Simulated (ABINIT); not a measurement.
## LiF (Griceite): G0W0 in ABINIT against the exchange cutoff

How does the gap of LiF (Griceite) converge in the exchange cutoff?

Program: ABINIT 10.8.3. Level of theory: LDA and many-body steps on it, plane waves. Values are calculated unless marked as measured.

**1. Starting point**

Symmetry: Fm-3m, No. 225, cubic system. The conventional cell has a = 4.028 Å, b = 4.028 Å, c = 4.028 Å, α = 90.00°, β = 90.00°, γ = 90.00°. Nearest to Li lie 6 F at 2.01 Å. Nearest to F lie 6 Li at 2.01 Å. Farther neighbours, and contacts between anions beyond the nearest, are not listed.

The cell and positions come from the Crystallography Open Database and are kept as given unless a step says otherwise.

**2. Screening, 6×6×6 mesh, 17 bands, screening to 130.6 eV**

This step: ABINIT 10.8.3; RPA screening on LDA, plane waves, norm-conserving pseudopotentials.

The RPA dielectric matrix is built and inverted for each q.

Contents of run.abi:

```
acell 3*1.0 Angstrom
rprim 
  0.000000000000 2.014000000000 2.014000000000
  2.014000000000 0.000000000000 2.014000000000
  2.014000000000 2.014000000000 -0.000000000000
ntypat 2
znucl 3 9
natom 2
typat 1 2
xred 
  0.000000000000 0.000000000000 0.000000000000
  0.500000000000 0.500000000000 0.500000000000
pp_dirpath "pseudos"
pseudos "Li.upf, F.upf"
ecut 36
ngkpt 6 6 6
nshiftk 1
shiftk 0 0 0
kptopt 1
chksymbreak 0
istwfk *1
occopt 1
irdwfk 1
optdriver 3
nband 17
ecuteps 4.8
inclvkb 2
awtr 1
symchi 1
indata_prefix "in"
outdata_prefix "out"
tmpdata_prefix "tmp"
```

Command:

```console
> OMP_NUM_THREADS=1 mpirun -n 4 abinit run.abi > log
```

What it wrote:

```text
.Version 10.8.3 of ABINIT. v10.8.2 released Aug 2026.

 Symmetries : space group Fm -3 m (#225); Bravais cF (face-center cubic)
[... echo of the input left out ...]
== DATASET  1 ==================================================================
-   mpi_nproc: 4, omp_nthreads: 1 (-1 if OMP is not activated)

--- !DatasetInfo
iteration_state: {dtset: 1, }
dimensions: {natom: 2, nkpt: 16, mband: 17, nsppol: 1, nspinor: 1, nspden: 1, mpw: 1158, }
cutoff_energies: {ecut:  36.0, pawecutdg:  -1.0, }
electrons: {nelect:   1.00000000E+01, charge:   0.00000000E+00, occopt:   1.00000000E+00, tsmear:   1.00000000E-02, }

 SCREENING: Calculation of the susceptibility and dielectric matrices

 Based on a program developped by R.W. Godby, V. Olevano, G. Onida, and L. Reining.
 Incorporated in ABINIT by V. Olevano, G.-M. Rignanese, and M. Torrent.
.Using double precision arithmetic ; gwpc =  8

[... cell and pseudopotentials left out ...]
--------------------------------------------------------------------------------

 ==== K-mesh for the wavefunctions ====
 Number of points in the irreducible wedge :    16
[... list of points left out ...]
 Together with 48 symmetry operations and time-reversal symmetry
 yields   216 points in the full Brillouin Zone.

 ==== Q-mesh for the screening function ====
 Number of points in the irreducible wedge :    16
[... list of points left out ...]
 Together with 48 symmetry operations and time-reversal symmetry
 yields   216 points in the full Brillouin Zone.

 setmesh: FFT mesh size selected  =    20x   20x   20
          total number of points  =         8000

 vcoul_init : cutoff-mode = AUXILIARY_FUNCTION
 q-points for optical limit:   1
     1)      0.000010    0.000020    0.000030

- screening: taking advantage of time-reversal symmetry
- Maximum band index for partially occupied states nbvw = 5
- Remaining bands to be divided among processors   nbcw = 12
- Number of bands treated by each node ~3

 Number of electrons calculated from density =   10.0000; Expected =   10.0000
 average of density, n =  0.090697
 r_s =    1.3807
 omega_plasma =   29.0505 [eV]

 calculating chi0 at frequencies [eV] :
  1    0.000000E+00    0.000000E+00
  2    0.000000E+00    2.905047E+01

--------------------------------------------------------------------------------
  q-point number  1        q = ( 0.000000, 0.000000, 0.000000) [r.l.u.]
--------------------------------------------------------------------------------
[... chi0 elements left out ...]
 For q-point:  0.000010 0.000020 0.000030
  dielectric constant =   2.0083
  dielectric constant without local fields =   2.0875

  Average fulfillment of the sum rule on Im[epsilon] for q-point    1 :     22.31  [%]
[... wings left out ...]
  q-point number  2        q = ( 0.166667, 0.000000, 0.000000) [r.l.u.]
--------------------------------------------------------------------------------
[... chi0 elements left out ...]
  Average fulfillment of the sum rule on Im[epsilon] for q-point    2 :     52.09  [%]

 [... 14 further q-points ...]
```

Wall time 3.9 s (4 MPI ranks of Arm Neoverse V1, shared host); peak memory 0.35 GiB; 15 s of CPU time.

This step gave:

```
ε∞ with local fields, on this mesh    : 2.008
ε∞ without local fields, on this mesh : 2.087
plasma frequency                      : 29.05 eV
plane waves in the screening matrix   : 59
```

Local fields lower ε∞ by 4 %.

**3. 3.6 Ha**

This step: G0W0 on LDA, plane waves, norm-conserving pseudopotentials.

run.abi: that of step 2 with these lines changed.

```diff
@@ -23,8 +23,15 @@
 irdwfk 1
-optdriver 3
+optdriver 4
 nband 17
+gwcalctyp 0
+ecutsigx 3.6
+symsigma 1
+nkptgw 1
+kptgw 
+  0.0000000000 0.0000000000 0.0000000000
+bdgw 
+  3 9
 ecuteps 4.8
-inclvkb 2
-awtr 1
-symchi 1
+irdscr 1
+ppmodel 1
 indata_prefix "in"
```

What it wrote:

```text
.Version 10.8.3 of ABINIT. v10.8.2 released Aug 2026.

 Symmetries : space group Fm -3 m (#225); Bravais cF (face-center cubic)
[... echo of the input left out ...]
== DATASET  1 ==================================================================
-   mpi_nproc: 4, omp_nthreads: 1 (-1 if OMP is not activated)

--- !DatasetInfo
iteration_state: {dtset: 1, }
dimensions: {natom: 2, nkpt: 16, mband: 17, nsppol: 1, nspinor: 1, nspden: 1, mpw: 1158, }
cutoff_energies: {ecut:  36.0, pawecutdg:  -1.0, }
electrons: {nelect:   1.00000000E+01, charge:   0.00000000E+00, occopt:   1.00000000E+00, tsmear:   1.00000000E-02, }

 SIGMA: Calculation of the GW corrections

 Based on a program developped by R.W. Godby, V. Olevano, G. Onida, and L. Reining.
 Incorporated in ABINIT by V. Olevano, G.-M. Rignanese, and M. Torrent.
.Using double precision arithmetic ; gwpc =  8

[... cell and pseudopotentials left out ...]
--------------------------------------------------------------------------------

 ==== K-mesh for the wavefunctions ====
 Number of points in the irreducible wedge :    16
[... list of points left out ...]
 Together with 48 symmetry operations and time-reversal symmetry
 yields   216 points in the full Brillouin Zone.

 ==== Q-mesh for screening function ====
 Number of points in the irreducible wedge :    16
[... list of points left out ...]
 Together with 48 symmetry operations and time-reversal symmetry
 yields   216 points in the full Brillouin Zone.

 vcoul_init : cutoff-mode = AUXILIARY_FUNCTION
 q-points for optical limit:   1
     1)      0.000010    0.000020    0.000030
 setmesh: FFT mesh size selected  =    20x   20x   20
          total number of points  =         8000

 Number of electrons calculated from density =   10.0000; Expected =   10.0000
 average of density, n =  0.090697
 r_s =    1.3807
 omega_plasma =   29.0505 [eV]

 === KS Band Gaps ===
  >>>> For spin  1
   Minimum direct gap =   8.8641 [eV], located at k-point      :   0.0000  0.0000  0.0000
   Fundamental gap    =   8.8641 [eV], Top of valence bands at :   0.0000  0.0000  0.0000
                                       Bottom of conduction at :   0.0000  0.0000  0.0000
 SIGMA fundamental parameters:
 PLASMON POLE MODEL  1
 number of plane-waves for SigmaX                   27
 number of plane-waves for SigmaC and W             27
 number of plane-waves for wavefunctions          1139
 number of bands                                    17
 number of independent spin polarizations            1
 number of spinorial components                      1
 number of k-points in IBZ                          16
 number of q-points in IBZ                          16
 number of symmetry operations                      48
 number of k-points in BZ                          216
 number of q-points in BZ                          216
 number of frequencies for dSigma/dE                 9
 frequency step for dSigma/dE [eV]                0.25
 number of omega for Sigma on real axis              0
 max omega for Sigma on real axis  [eV]           0.00
 zcut for avoiding poles [eV]                     0.10

 EPSILON^-1 parameters (SCR file):
 dimension of the eps^-1 matrix on file             59
 dimension of the eps^-1 matrix used                27
 number of plane-waves for wavefunctions          1139
 number of bands                                    17
 number of q-points in IBZ                          16
 number of frequencies                               2
 number of real frequencies                          1
 number of imag frequencies                          1

 matrix elements of self-energy operator (all in [eV])

 Perturbative Calculation

--- !SelfEnergy_ee
iteration_state: {dtset: 1, }
kpoint     : [   0.000,    0.000,    0.000, ]
spin       : 1
KS_gap     :    8.864
QP_gap     :   11.575
Delta_QP_KS:    2.711
data: !SigmaeeData |
     Band     E0 <VxcDFT>   SigX SigC(E0)      Z dSigC/dE  Sig(E)    E-E0       E
        3  -1.366 -22.703 -24.865   4.541   0.842  -0.187 -20.698   2.005   0.639
        4  -1.366 -22.703 -24.865   4.541   0.842  -0.187 -20.698   2.005   0.639
        5  -1.366 -22.703 -24.865   4.541   0.842  -0.187 -20.698   2.005   0.639
        6   7.499 -12.219  -4.069  -2.875   0.894  -0.118  -7.503   4.716  12.214
        7  22.133 -10.804  -2.035  -3.492   0.874  -0.144  -6.193   4.611  26.745
        8  22.133 -10.804  -2.035  -3.492   0.874  -0.144  -6.193   4.611  26.745
        9  22.133 -10.804  -2.035  -3.492   0.874  -0.144  -6.193   4.611  26.745

== END DATASET(S) ==============================================================
================================================================================

 -outvars: echo values of variables after computation  --------
           etotal      0.0000000000E+00
            nband          17
             nkpt          16
          spgroup         225
 [... the other variables as echoed above ...]

 Calculation completed.
```

The job ended after 1.9 s (4 MPI ranks; peak memory 0.09 GiB).

Numbers from this step:

| Item | Value |
| --- | --- |
| G0W0 gap on the mesh | 11.58 eV |
| starting gap on the mesh | 8.864 eV |
| k of the valence top | 0, 0, 0 |
| k of the conduction bottom | 0, 0, 0 |
| Z at the valence top | 0.842 |
| Z at the conduction bottom | 0.894 |
| least direct G0W0 gap on the computed points | 11.58 eV |

**4. 7.2 Ha**

run.abi: that of step 3 with these lines changed.

```diff
@@ -26,3 +26,3 @@
 gwcalctyp 0
-ecutsigx 3.6
+ecutsigx 7.2
 symsigma 1
```

What it wrote:

```text
.Version 10.8.3 of ABINIT. v10.8.2 released Aug 2026.

 Symmetries : space group Fm -3 m (#225); Bravais cF (face-center cubic)
[... echo of the input left out ...]
== DATASET  1 ==================================================================
-   mpi_nproc: 4, omp_nthreads: 1 (-1 if OMP is not activated)

--- !DatasetInfo
iteration_state: {dtset: 1, }
dimensions: {natom: 2, nkpt: 16, mband: 17, nsppol: 1, nspinor: 1, nspden: 1, mpw: 1158, }
cutoff_energies: {ecut:  36.0, pawecutdg:  -1.0, }
electrons: {nelect:   1.00000000E+01, charge:   0.00000000E+00, occopt:   1.00000000E+00, tsmear:   1.00000000E-02, }

 SIGMA: Calculation of the GW corrections

 Based on a program developped by R.W. Godby, V. Olevano, G. Onida, and L. Reining.
 Incorporated in ABINIT by V. Olevano, G.-M. Rignanese, and M. Torrent.
.Using double precision arithmetic ; gwpc =  8

[... cell and pseudopotentials left out ...]
--------------------------------------------------------------------------------

 ==== K-mesh for the wavefunctions ====
 Number of points in the irreducible wedge :    16
[... list of points left out ...]
 Together with 48 symmetry operations and time-reversal symmetry
 yields   216 points in the full Brillouin Zone.

 ==== Q-mesh for screening function ====
 Number of points in the irreducible wedge :    16
[... list of points left out ...]
 Together with 48 symmetry operations and time-reversal symmetry
 yields   216 points in the full Brillouin Zone.

 vcoul_init : cutoff-mode = AUXILIARY_FUNCTION
 q-points for optical limit:   1
     1)      0.000010    0.000020    0.000030
 setmesh: FFT mesh size selected  =    24x   24x   24
          total number of points  =        13824

 Number of electrons calculated from density =   10.0000; Expected =   10.0000
[...]
number of q-points in BZ                          216
 number of frequencies for dSigma/dE                 9
 frequency step for dSigma/dE [eV]                0.25
 number of omega for Sigma on real axis              0
 max omega for Sigma on real axis  [eV]           0.00
 zcut for avoiding poles [eV]                     0.10

 EPSILON^-1 parameters (SCR file):
 dimension of the eps^-1 matrix on file             59
 dimension of the eps^-1 matrix used                59
 number of plane-waves for wavefunctions          1139
 number of bands                                    17
 number of q-points in IBZ                          16
 number of frequencies                               2
 number of real frequencies                          1
 number of imag frequencies                          1

 matrix elements of self-energy operator (all in [eV])

 Perturbative Calculation

--- !SelfEnergy_ee
iteration_state: {dtset: 1, }
kpoint     : [   0.000,    0.000,    0.000, ]
spin       : 1
KS_gap     :    8.864
QP_gap     :   12.782
Delta_QP_KS:    3.918
data: !SigmaeeData |
     Band     E0 <VxcDFT>   SigX SigC(E0)      Z dSigC/dE  Sig(E)    E-E0       E
        3  -1.366 -22.703 -28.933   5.049   0.826  -0.211 -23.678  -0.975  -2.340
        4  -1.366 -22.703 -28.933   5.049   0.826  -0.211 -23.678  -0.975  -2.340
        5  -1.366 -22.703 -28.933   5.049   0.826  -0.211 -23.678  -0.975  -2.340
        6   7.499 -12.219  -6.192  -2.722   0.891  -0.123  -9.275   2.944  10.442
        7  22.133 -10.804  -2.861  -3.475   0.874  -0.144  -6.899   3.905  26.038
        8  22.133 -10.804  -2.861  -3.475   0.874  -0.144  -6.899   3.905  26.038
        9  22.133 -10.804  -2.861  -3.475   0.874  -0.144  -6.899   3.905  26.038

== END DATASET(S) ==============================================================
================================================================================

 -outvars: echo values of variables after computation  --------
           etotal      0.0000000000E+00
            nband          17
             nkpt          16
          spgroup         225
 [... the other variables as echoed above ...]

 Calculation completed.
```

The job ended after 2 s (4 MPI ranks; peak memory 0.09 GiB).

This step gave:

| Quantity | Value |
| --- | --- |
| G0W0 gap on the mesh | 12.78 eV |
| starting gap on the mesh | 8.864 eV |
| k of the valence top | 0, 0, 0 |
| k of the conduction bottom | 0, 0, 0 |
| Z at the valence top | 0.826 |
| Z at the conduction bottom | 0.891 |
| least direct G0W0 gap on the computed points | 12.78 eV |

**5. 14.4 Ha**

The self-energy is evaluated for the states that the input lists, and the quasiparticle equation is solved.

run.abi: that of step 4 with these lines changed.

```diff
@@ -26,3 +26,3 @@
 gwcalctyp 0
-ecutsigx 7.2
+ecutsigx 14.4
 symsigma 1
```

What it wrote:

```text
.Version 10.8.3 of ABINIT. v10.8.2 released Aug 2026.

 Symmetries : space group Fm -3 m (#225); Bravais cF (face-center cubic)
[... echo of the input left out ...]
== DATASET  1 ==================================================================
-   mpi_nproc: 4, omp_nthreads: 1 (-1 if OMP is not activated)

--- !DatasetInfo
iteration_state: {dtset: 1, }
dimensions: {natom: 2, nkpt: 16, mband: 17, nsppol: 1, nspinor: 1, nspden: 1, mpw: 1158, }
cutoff_energies: {ecut:  36.0, pawecutdg:  -1.0, }
[...]
7  22.133 -10.804  -3.061  -3.475   0.874  -0.144  -7.074   3.730  25.863
        8  22.133 -10.804  -3.061  -3.475   0.874  -0.144  -7.074   3.730  25.863
        9  22.133 -10.804  -3.061  -3.475   0.874  -0.144  -7.074   3.730  25.863

== END DATASET(S) ==============================================================
================================================================================

 -outvars: echo values of variables after computation  --------
           etotal      0.0000000000E+00
            nband          17
             nkpt          16
          spgroup         225
 [... the other variables as echoed above ...]

 Calculation completed.
```

Elapsed: 2 s, on 4 MPI ranks; peak memory 0.09 GiB; 7.9 s of CPU time.

This step gave:

```
G0W0 gap on the mesh                         : 13.34 eV
starting gap on the mesh                     : 8.864 eV
k of the valence top                         : 0, 0, 0
k of the conduction bottom                   : 0, 0, 0
least direct G0W0 gap on the computed points : 13.34 eV
```

The gap on the mesh goes from 8.86 eV to 13.34 eV, a correction of +4.47 eV.

**6. 25.2 Ha**

run.abi: that of step 5 with these lines changed.

```diff
@@ -26,3 +26,3 @@
 gwcalctyp 0
-ecutsigx 14.4
+ecutsigx 25.2
 symsigma 1
```

What it wrote:

```text
.Version 10.8.3 of ABINIT. v10.8.2 released Aug 2026.

 Symmetries : space group Fm -3 m (#225); Bravais cF (face-center cubic)
[... echo of the input left out ...]
== DATASET  1 ==================================================================
-   mpi_nproc: 4, omp_nthreads: 1 (-1 if OMP is not activated)

--- !DatasetInfo
iteration_state: {dtset: 1, }
dimensions: {natom: 2, nkpt: 16, mband: 17, nsppol: 1, nspinor: 1, nspden: 1, mpw: 1158, }
cutoff_energies: {ecut:  36.0, pawecutdg:  -1.0, }
[...]
7  22.133 -10.804  -3.117  -3.475   0.874  -0.144  -7.123   3.681  25.814
        8  22.133 -10.804  -3.117  -3.475   0.874  -0.144  -7.123   3.681  25.814
        9  22.133 -10.804  -3.117  -3.475   0.874  -0.144  -7.123   3.681  25.814

== END DATASET(S) ==============================================================
================================================================================

 -outvars: echo values of variables after computation  --------
           etotal      0.0000000000E+00
            nband          17
             nkpt          16
          spgroup         225
 [... the other variables as echoed above ...]

 Calculation completed.
```

Elapsed: 2.1 s, on 4 MPI ranks; peak memory 0.1 GiB; 8 s of CPU time.

This step gave:

```yaml
g0w0_gap_on_the_mesh: 13.58 eV
starting_gap_on_the_mesh: 8.864 eV
k_of_the_valence_top: 0, 0, 0
k_of_the_conduction_bottom: 0, 0, 0
least_direct_g0w0_gap_on_the_computed_points: 13.58 eV
```

Against the run before, the gap moves by +0.245 eV.

**7. 36 Ha**

run.abi: that of step 6 with these lines changed.

```diff
@@ -26,3 +26,3 @@
 gwcalctyp 0
-ecutsigx 25.2
+ecutsigx 36
 symsigma 1
```

What it wrote:

```text
.Version 10.8.3 of ABINIT. v10.8.2 released Aug 2026.

 Symmetries : space group Fm -3 m (#225); Bravais cF (face-center cubic)
[... echo of the input left out ...]
== DATASET  1 ==================================================================
-   mpi_nproc: 4, omp_nthreads: 1 (-1 if OMP is not activated)

--- !DatasetInfo
iteration_state: {dtset: 1, }
dimensions: {natom: 2, nkpt: 16, mband: 17, nsppol: 1, nspinor: 1, nspden: 1, mpw: 1158, }
cutoff_energies: {ecut:  36.0, pawecutdg:  -1.0, }
[...]
7  22.133 -10.804  -3.125  -3.475   0.874  -0.144  -7.131   3.674  25.807
        8  22.133 -10.804  -3.125  -3.475   0.874  -0.144  -7.131   3.674  25.807
        9  22.133 -10.804  -3.125  -3.475   0.874  -0.144  -7.131   3.674  25.807

== END DATASET(S) ==============================================================
================================================================================

 -outvars: echo values of variables after computation  --------
           etotal      0.0000000000E+00
            nband          17
             nkpt          16
          spgroup         225
 [... the other variables as echoed above ...]

 Calculation completed.
```

It took 2.1 s on 4 MPI ranks; peak memory 0.12 GiB.

Numbers from this step:

| Quantity | Value |
| --- | --- |
| G0W0 gap on the mesh | 13.63 eV |
| starting gap on the mesh | 8.864 eV |
| k of the valence top | 0, 0, 0 |
| k of the conduction bottom | 0, 0, 0 |
| least direct G0W0 gap on the computed points | 13.63 eV |

Against the run before, the gap moves by +0.047 eV.

**8. The runs together**

Times are wall times on 4 MPI ranks of Arm Neoverse V1, shared host, good to a factor of about two. A run's time includes the screening step that it read.

```csv
run,mesh,bands,screening cutoff (eV),DFT gap (eV),gap on the mesh (eV),direct (eV),ε∞ used,time
3.6 Ha,6×6×6,17,130.6,8.864,11.575,11.575,2.01,5.8 s
7.2 Ha,6×6×6,17,130.6,8.864,12.782,12.782,2.01,6 s
14.4 Ha,6×6×6,17,130.6,8.864,13.337,13.337,2.01,6 s
25.2 Ha,6×6×6,17,130.6,8.864,13.582,13.582,2.01,6 s
36 Ha,6×6×6,17,130.6,8.864,13.629,13.629,2.01,6 s
```

**9. Results**

```yaml
3p6_ha: 11.575 eV
7p2_ha: 12.782 eV
14p4_ha: 13.337 eV
25p2_ha: 13.582 eV
36_ha: 13.629 eV
known_limits: short of the basis limit
```

The setting moved: exchange cutoff. From 3.6 Ha to 36 Ha the gap moves by +2.05 eV. The last step still moves it by +0.047 eV. Bands and screening cutoff are coupled, so a series along one setting does not show full convergence. Below the screening cutoff the correlation part is cut too. Where bands and cutoff are finite, the G0W0 gap stands short of the basis limit, usually by up to a few tenths of an eV; the mesh is an error of its own.

[Long decimals in the printed logs are rounded to 6 places.]

[Logs are printed without paths, hosts, clocks, repeated set-up lines and the standing remarks that a program may print on its own settings, such as how far it seeks lower states.]

[Paths, hosts, dates, memory and timing lines, banners, echoed tables and standing remarks are left out of the program output; an Ansatz launch command may be rebuilt from the run's recorded settings. Measured values are a selection of at most five: reports struck by readers or far from the other reports are left out. None is set beside runs whose start may be inverted or whose files or cutoffs have a known fault.]

[Runs of the session that timed out or met a known fault of the program may be left out.]

[Hosts, paths, dates, database ids (printed as entryN), source tags and the programs' standing remarks are cut or masked in the printed files.]

[G0W0 gaps are taken among the corrected bands and points alone; a level outside them can change the order at an edge.]

[Where Ansatz stands beside ABINIT at settings called matched, ABINIT's density can come from a denser mesh and the files from another edition; pairs whose starting gaps differed by over 0.03 eV were left out, so agreement reads better than it is.]
